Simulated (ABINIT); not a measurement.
# Calculated records

```
Beyond one shot: Cl (Cmce)
1.0
     3.14500   -2.25000    0.00000
     3.14500    2.25000    0.00000
     0.00000    0.00000    8.21000
Cl
4
Direct
  0.87000 0.13000 0.10000
  0.63000 0.37000 0.60000
  0.13000 0.87000 0.90000
  0.37000 0.63000 0.40000
# method: RPA screening on PBE from quasiparticle energies and orbitals, plane waves, norm-conserving pseudopotentials (and 4 further levels or steps)
# program: ABINIT 10.8.3
# settings: cutoff 25 Ha, PseudoDojo scalar-relativistic 0.4.1 standard, norm-conserving, ngkpt (4, 4, 2), nband 101, ecuteps 4 Ha, gwcalctyp 27, nfreqre 1, inclvkb 2, shiftk (0, 0, 0), symchi 1, awtr 1, frequency static, cycle 5, q points all but q = 0, 4×4×2 k-mesh
# cost: 16 runs, 8.5 min in all on 8 MPI ranks of Intel Xeon Platinum 8488C (Sapphire Rapids), shared host
# notes: The program’s warnings: nkpt*nsppol () is not a multiple of nproc spkpt (). The cell and positions come from the Crystallography Open Database and are kept as given unless a step says otherwise. The 4×4×2 mesh is coarse for this cell, which bears on the long-range parts of exchange and screening.
# G0W0: 5.637 eV
# self-consistent COHSEX, cycle 1: 6.554 eV
# self-consistent COHSEX, cycle 2: 7.719 eV
# self-consistent COHSEX, cycle 3: 7.932 eV
# self-consistent COHSEX, cycle 4: 7.968 eV
# self-consistent COHSEX, cycle 5: 7.969 eV
# known limits: short of the basis limit; coarse k mesh
```

[Long decimals in the printed logs are rounded to 6 places.]

[Logs are printed without paths, hosts, clocks, repeated set-up lines and the standing remarks that a program may print on its own settings, such as how far it seeks lower states.]

[Paths, hosts, dates, memory and timing lines, banners, echoed tables and standing remarks are left out of the program output; an Ansatz launch command may be rebuilt from the run's recorded settings. Measured values are a selection of at most five: reports struck by readers or far from the other reports are left out. None is set beside runs whose start may be inverted or whose files or cutoffs have a known fault.]

[Runs of the session that timed out or met a known fault of the program may be left out.]

[Hosts, paths, dates, database ids (printed as entryN), source tags and the programs' standing remarks are cut or masked in the printed files.]

[G0W0 gaps are taken among the corrected bands and points alone; a level outside them can change the order at an edge.]

[Where Ansatz stands beside ABINIT at settings called matched, ABINIT's density can come from a denser mesh and the files from another edition; pairs whose starting gaps differed by over 0.03 eV were left out, so agreement reads better than it is.]
